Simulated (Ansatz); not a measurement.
# LiMgF3 (model cell, started as cubic perovskite with Mg in the octahedra): phonons and vibrational spectra, part 2 of 3

How does LiMgF3 (model cell, started as cubic perovskite with Mg in the octahedra) vibrate, and is this structure a minimum?

Ansatz 0.2.0; DFT PBEsol, scalar-relativistic, plane waves, PAW; PAW set soft_1.

So far. Step 3 (Bringing the structure to rest): Little changed from the start: no atom moved by 0.005 Å and no cell edge by 0.1 %. The relaxed cell has a = 3.873 Å (conventional setting).

The structure was built from a prototype and need not be the compound's stable phase.

## 4. Tight relaxation

Phonons need a cell at rest on their own settings, so the relaxation is repeated with tight tolerances on forces and stress, using the mesh and the filling of the phonon run that follows.

Input file input.yaml:

```yaml
crystal:
  lattice:
    - [3.8727366541, 0.0, 0.0]
    - [0.0, 3.8727366541, 0.0]
    - [0.0, 0.0, 3.8727366541]
  atoms:
    - { symbol: Li, position: [0.0, 0.0, 0.0] }
    - { symbol: Mg, position: [0.5, 0.5, 0.5] }
    - { symbol: F, position: [0.5, 0.5, 0.0] }
    - { symbol: F, position: [0.5, 0.0, 0.5] }
    - { symbol: F, position: [0.0, 0.5, 0.5] }
kpoints:
  mp_grid: { grid: [8, 8, 8] }
hamiltonian:
  xc: pbesol
  pseudopotentials: { kind: paw, azcp: { folder: soft_1 }, xc_functional: pbe }
scf:
  occupations: { method: fixed }
output:
  forces: true
  stress: true
  eigenvalues: true
relax:
  adjacent_minimum: "off"
  f_tol: 0.001
  max_steps: 60
  cell: { stress_tol: 0.01 }
```

On the command line:

```bash
ansatz run input.yaml --threads 8 --pin off --max-ram 16384MiB --backend cpu --events-out ev --progress --plain --runs-dir out
```

Numbers of over 12 decimals in the logs are rounded to 6 here.

The program printed:

```text
[...]
Crystal: 5 atoms, lattice volume = 58.084 Å³
Basis set: ecut = 420 eV, 1141 PW (Γ), exchange–correlation on 54×54×54 points (8 copies of the dense FFT grid, shifted against one another)
Bands: 22, of which v1, the nominal top of the filled ones, is band 17 counted from 1 (16 counted from 0)
Symmetry: 48 space group operations
[...]
k-points: 35 of 512
[...]
--- Relaxed structure (1 steps of the walk, 1 accepted, 1 SCFs on fresh bases) ---
[...]
cell:  # Å, volume = 58.0836 Å³
    - [3.8727366541, 0.0, 0.0]
    - [0.0, 3.8727366541, 0.0]
    - [0.0, 0.0, 3.8727366541]
  atoms:
    - { symbol: Li, position: [0.0, 0.0, 0.0] }
    - { symbol: Mg, position: [0.5, 0.5, 0.5] }
    - { symbol: F, position: [0.5, 0.5, 0.0] }
    - { symbol: F, position: [0.5, 0.0, 0.5] }
    - { symbol: F, position: [0.0, 0.5, 0.5] }
[key lines of the parts left out:]
SCF converged after 10 iterations
Free energy (F): -4523.439971 eV
Fermi energy:    0.931924 eV
P = ⅓ Tr σ = -0.0074 GPa (-0.074 kbar)
```

The job ended after 0.74 s (8 threads of INTEL XEON PLATINUM 8581C at 2.30GHz (Emerald Rapids), shared host; peak memory 0.42 GiB).

Little changed from the start: no atom moved by 0.005 Å and no cell edge by 0.1 %.

This step gave:

* pressure: -0.007446 GPa

The forces vanish by symmetry and the pressure is -0.007 GPa, within the tolerances set. The cell now holds 11.62 Å³/atom.

## 5. Zone-centre response

The zone centre comes first: it holds the modes that light can see, as far as symmetry allows. The response to a homogeneous field gives the Born charges and the dielectric tensor.

Changes to input.yaml since step 4:

```diff
@@ -19,9 +19,6 @@
 output:
-  forces: true
-  stress: true
   eigenvalues: true
-relax:
-  adjacent_minimum: "off"
-  f_tol: 0.001
-  max_steps: 60
-  cell: { stress_tol: 0.01 }
+phonons:
+  method: dfpt
+  dielectric: true
+  rigid_motions: translations
```

The program printed:

```text
[...]
Crystal: 5 atoms, lattice volume = 58.084 Å³
Basis set: ecut = 420 eV, 1141 PW (Γ), exchange–correlation on 54×54×54 points (8 copies of the dense FFT grid, shifted against one another)
Bands: 22, of which v1, the nominal top of the filled ones, is band 17 counted from 1 (16 counted from 0)
Symmetry: 48 space group operations
k-points: 170 of 512 (irreducible under 2 space group operations, time reversal used)
[...]
SCF iter   1: F=—  HF=-4524.809510 eV  |F-HF|=—  |Δ(HF+E_count)|=         —  Δρ=1.02e-1  dr2=4.24e0  ethr=3.10e-3  ⟨swp⟩=4.3  Hψ=16260  notcnv=0  defer=370
[...]
SCF iter  10: F=-4523.439971 eV  HF=-4523.439971 eV  |F-HF|=4.09e-11  |Δ(HF+E_count)|=  9.80e-10  Δρ=2.68e-7  dr2=2.98e-11  ethr=1.00e-12  ⟨swp⟩=12.0  Hψ=22463  notcnv=0
SCF 1 converged in 10 iterations: F = -4523.439971 eV  dr2 = 2.98e-11
[...]
DFPT response loops at Γ: preconditioner auto → none (the input reference at scf.mixing.eps_inf says where Resta's filter doesn't serve); β = 0.50; Broyden in place of MSR1
SCF converged after 10 iterations
Free energy (F): -4523.439971 eV
[...]
Internal energy: -4523.439971 eV  (E = F + TS)
E sigma→0 (E₀):  -4523.439971 eV
Fermi energy:    0.931922 eV
[...]
--- Band table (eV; the first three rows and the last of 170) ---
  k-point 0: bands = [... 13 lower, 0.2346, 0.4396, 0.4396, 0.4396, 6.8136, 13.9627, 13.9627, 13.9627, ... 1 higher]
  k-point 1: bands = [... 13 lower, 0.2030, 0.2684, 0.4145, 0.4145, 7.0463, 12.9157, 13.8491, 13.8491, ... 1 higher]
  k-point 2: bands = [... 13 lower, 0.0561, 0.1274, 0.3892, 0.3892, 7.6581, 11.6717, 13.6051, 13.6051, ... 1 higher]
  k-point 169: bands = [... 13 lower, -0.2769, 0.9319, 0.9319, 0.9319, 10.7911, 12.2973, 12.2973, 12.2973, ... 1 higher]
--- Phonons (Γ-DFPT): 4 representative perturbations + reference, on 170 of 512 k-points (Σ response iterations 14) ---
  k mesh reduced under 2 symmetry operations, with k and −k counted as one. Each operation leaves every solved perturbation unchanged. A smaller set is not considered because the run solves the response to a homogeneous field
  ASR residual: 1.244e-3 → 0.000e0 eV/Å²; symmetrization residual: 1.265e-6 eV/Å²
  ASR residual per site (eV/Å²): 1.29e-4 1.24e-3 1.00e-3 1.00e-3 1.00e-3
  Γ frequencies (cm⁻¹): -228.19 -228.19 -228.19 0.00 0.00 0.00 89.72 89.72 89.72 293.86 293.86 293.86 572.16 572.16 572.16
  ε∞ (high-frequency dielectric tensor):
        1.989148     0.000000     0.000000
        0.000000     1.989148     0.000000
        0.000000     0.000000     1.989148
  softest optical mode at Γ: -228.19 cm⁻¹; the repairs (sum rule, projections) moved no ω² at Γ by more than (3.88 cm⁻¹)²
  Born effective charges Z* (e; rows j = field, columns β = displacement):
    site 0:
         1.20382    0.00000    0.00000
        -0.00000    1.20382    0.00000
         0.00000    0.00000    1.20382
    site 1:
         1.88600    0.00000    0.00000
        -0.00000    1.88600    0.00000
         0.00000    0.00000    1.88600
    site 2:
        -0.90621    0.00000    0.00000
         0.00000   -0.90621    0.00000
         0.00000    0.00000   -1.27739
    site 3:
        -0.90621    0.00000    0.00000
         0.00000   -1.27739    0.00000
         0.00000    0.00000   -0.90621
    site 4:
        -1.27739    0.00000    0.00000
         0.00000   -0.90621    0.00000
         0.00000    0.00000   -0.90621
  Z* charge neutrality: 4.700e-5 e pre-enforcement
  k-mesh period / interband length: 31.0 Å / 0.88 Å = 35.24 at k = (0.0000, 0.0000, 0.0000), direct gap 6.374 eV — 14 or more, which is no proof of convergence
  optical modes at Γ without the LO–TO term, one row a degenerate level:
      ω (cm⁻¹)  modes    IR ((D/Å)²/amu)
       -228.19      3            21.8669
         89.72      3             0.0000
        293.86      3             2.1511
        572.16      3            12.4915
  optical modes at Γ + LO–TO along q̂ = [1.0000, 0.0000, 0.0000]:
      ω (cm⁻¹)  modes    IR ((D/Å)²/amu)
       -228.19      2            14.5779
         89.72      3             0.0000
        189.86      1             2.3086
        293.86      2             1.4341
        333.54      1             1.9310
        572.16      2             8.3277
        662.58      1             7.9302
  optical modes at Γ + LO–TO along q̂ = [0.0000, 1.0000, 0.0000]:
      ω (cm⁻¹)  modes    IR ((D/Å)²/amu)
       -228.19      2            14.5779
         89.72      3             0.0000
        189.86      1             2.3086
        293.86      2             1.4341
        333.54      1             1.9310
        572.16      2             8.3277
        662.58      1             7.9302
  optical modes at Γ + LO–TO along q̂ = [0.0000, 0.0000, 1.0000]:
      ω (cm⁻¹)  modes    IR ((D/Å)²/amu)
       -228.19      2            14.5779
         89.72      3             0.0000
        189.86      1             2.3086
        293.86      2             1.4341
        333.54      1             1.9310
        572.16      2             8.3277
        662.58      1             7.9302
```

Wall time 11 s (8 threads); peak memory 1 GiB.

In the SCF lines HF is the Harris–Foulkes energy and dr2 the Hartree energy of the density residual, in eV; the loop may stop once dr2 is under the threshold and the program's other checks hold. Hψ counts applications of the Hamiltonian.

Numbers from this step:

| Property | Result |
| --- | --- |
| sum-rule residual before enforcement | 0.001244 eV/Å² |
| miss of the charge sum rule | 4.70e-5 e |
| point group | m-3m |
| highest optical mode at the zone centre (no LO-TO term) | 572.2 cm⁻¹ |
| lowest optical zone-centre mode | -228.2 cm⁻¹ |
| mean high-frequency dielectric constant | 1.989 |
| largest Born charge (third of the trace) | 1.886 e |
| top of the zone-centre spectrum with the field | 662.6 cm⁻¹ |

Without the LO-TO term. Patterns of degenerate modes are one choice out of their space. Modes at Γ, with each element's share of the kinetic energy (negative means imaginary):

```csv
mode,frequency (cm⁻¹),symmetry,Li %,Mg %,F %
1,-228.2,T1u,82,0,17
2,-228.2,T1u,82,0,17
3,-228.2,T1u,82,0,17
4,0.0,acoustic,8,28,65
5,0.0,acoustic,8,28,65
6,0.0,acoustic,8,28,65
7,89.7,T2u,0,0,100
8,89.7,T2u,0,0,100
9,89.7,T2u,0,0,100
10,293.9,T1u,10,40,51
11,293.9,T1u,10,40,51
12,293.9,T1u,10,40,51
13,572.2,T1u,0,33,67
14,572.2,T1u,0,33,67
15,572.2,T1u,0,33,67
```

Displacements in mode 2 (-228.2 cm⁻¹), the largest set to 1:
```
Li1  1.00  0.00  0.00
Mg2  0.03  0.00  0.00
F3  -0.20  0.00  0.00
F4  -0.20  0.00  0.00
F5  -0.01  0.00  0.00
```

Displacements in mode 15 (572.2 cm⁻¹), the largest set to 1:
```
Li1 -0.01  0.00  0.00
Mg2 -0.62  0.00  0.00
F3  -0.10  0.00  0.00
F4  -0.10  0.00  0.00
F5   1.00  0.00  0.00
```

Optical modes at the zone centre, without and with the macroscopic field of the longitudinal modes; each column is sorted by frequency, so a row need not hold one and the same mode. Modes with and without the field, by row:

```csv
rank among optical modes,no field (cm⁻¹),"q along (1, 0, 0) (cm⁻¹)"
1,-228.2,-228.2
2,-228.2,-228.2
3,-228.2,89.7
4,89.7,89.7
5,89.7,89.7
6,89.7,189.9
7,293.9,293.9
8,293.9,293.9
9,293.9,333.5
10,572.2,572.2
11,572.2,572.2
12,572.2,662.6
```

Born charge (rows field, columns displacement) (e), principal values of the symmetric part by kind of site:

```csv
atom,atoms with these values,low,middle,high,mean
Li1,1,1.20,1.20,1.20,1.20
Mg2,1,1.89,1.89,1.89,1.89
F3,3,-1.28,-0.91,-0.91,-1.03
```

In full for Mg2:

```
1.89 0.00 0.00
0.00 1.89 0.00
0.00 0.00 1.89
```

High-frequency dielectric tensor:

```
1.99 0.00 0.00
0.00 1.99 0.00
0.00 0.00 1.99
```

Transverse modes; imaginary modes are left out. Infrared lines, with heights relative to the strongest:

```csv
position (cm⁻¹),label,relative intensity
90,T2u,0.0
294,T1u,17
572,T1u,100
```

Before it was imposed, the acoustic sum rule was missed by 0.0012 eV/Å² and the charge sum rule by 4.7e-5 e. Small misses are needed for a sound result but don't prove that mesh and cutoff are converged. The lowest optical mode is imaginary, 228.2i cm⁻¹, so the energy falls along it.

[end of part 2 of 3]

[Logs are printed without paths, hosts, clocks, repeated set-up lines and the standing remarks that a program may print on its own settings, such as how far it seeks lower states.]

[Hosts, paths, dates, database ids (printed as entryN), source tags and the programs' standing remarks are cut or masked in the printed files.]
